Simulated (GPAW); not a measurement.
The O K edge of atom 3 in CuNiO2 (C2/m), with 2 Cu at 1.99 Å, 1 Ni at 2.08 Å and 2 Ni at 2.10 Å (distorted square pyramidal, site symmetry m), was computed in 2 ways: full core hole (charged cell) and no core hole. Program and functional: GPAW, LDA + U, Gaussian full width 0.9 eV up to 4 eV, rising linearly to 3.5 eV at 25 eV; cells of 4 and 16 atoms (the run without a hole in the smaller).

Each run is counted from its own lowest empty level or Fermi level and scaled to a mean of 1 over its first 20 eV.

```
E (eV)  run 1  run 2
  -2.0   0.00   0.00
  -1.5   0.00   0.00
  -1.0   0.00   0.00
  -0.5   0.07   0.10
   0.0   0.51   0.52
   0.5   1.02   0.68
   1.0   0.73   0.45
   1.5   0.84   0.86
   2.0   1.07   1.06
   2.5   0.54   0.57
   3.0   0.50   0.52
   3.5   0.78   0.91
   4.0   1.20   1.54
   4.5   1.25   1.63
   5.0   0.97   1.41
   5.5   0.96   1.41
   6.0   1.20   1.53
   6.5   1.30   1.65
   7.0   1.36   1.70
   7.5   1.53   1.79
   8.0   1.61   1.74
   8.5   1.50   1.50
   9.0   1.41   1.33
   9.5   1.45   1.33
  10.0   1.52   1.38
  10.5   1.56   1.40
  11.0   1.52   1.32
  11.5   1.38   1.17
  12.0   1.20   1.00
  12.5   1.10   0.91
  13.0   1.08   0.89
  13.5   1.07   0.85
  14.0   0.99   0.77
  14.5   0.87   0.68
  15.0   0.76   0.62
  15.5   0.71   0.61
  16.0   0.70   0.62
  16.5   0.68   0.61
  17.0   0.64   0.58
  17.5   0.57   0.53
  18.0   0.50   0.48
  18.5   0.45   0.45
  19.0   0.42   0.44
  19.5   0.41   0.44
  20.0   0.41   0.45
  20.5   0.41   0.46
  21.0   0.41   0.47
  21.5   0.41   0.49
  22.0   0.41   0.50
  22.5   0.41   0.52
  23.0   0.42   0.56
  23.5   0.45   0.60
  24.0   0.48   0.65
  24.5   0.52   0.70
  25.0   0.55   0.76
  25.5   0.59   0.80
  26.0   0.63   0.85
  26.5   0.67   0.88
  27.0   0.70   0.90
  27.5   0.72   0.91
  28.0   0.74   0.92
  28.5   0.74   0.91
  29.0   0.73   0.91
  29.5   0.73   0.90
  30.0   0.72   0.90
  30.5   0.72   0.90
  31.0   0.72   0.91
  31.5   0.73   0.92
  32.0   0.75   0.94
```

Which run is which?

Run 1: no core hole (area from −2 to 6 eV 5.5, main maxima 0.5 eV (1.02), 1.9 eV (1.10), 4.3 eV (1.31), 7.9 eV (1.61) and 10.6 eV (1.56)). Run 2: full core hole (charged cell) (area from −2 to 6 eV 6.2, main maxima 0.4 eV (0.71), 1.9 eV (1.11), 4.3 eV (1.68), 7.7 eV (1.80) and 10.4 eV (1.40)). With each curve scaled to its own mean, the area from −2 to 6 eV with the hole is 6.2 against 5.5, and the centre of weight from −1 to 20 eV moves by -0.4 eV (first and strongest maxima below 20 eV: 0.5 eV (1.02), 4.3 eV (1.31), 7.9 eV (1.61) and 10.6 eV (1.56) without the hole, 0.4 eV (0.71), 4.3 eV (1.68), 7.7 eV (1.80) and 10.4 eV (1.40) with it); the shape changes all the same, by 20 % r.m.s.

[Banner, clock and machine lines of the logs are left out without a mark of their own.]

[Logs are printed without paths, hosts, clocks, repeated set-up lines and the standing remarks that a program may print on its own settings, such as how far it seeks lower states.]

[Hosts, paths, dates, database ids (printed as entryN), source tags and the programs' standing remarks are cut or masked in the printed files.]

[Lists of maxima count a maximum above −3 eV only where it reaches 4 % of the highest in the window and stands out from its surroundings by 2 % of it (1.5 % where it reaches 55 %); shoulders and weaker maxima are passed over, and of the rest the first, up to two pre-edge ones and the few strongest are named.]
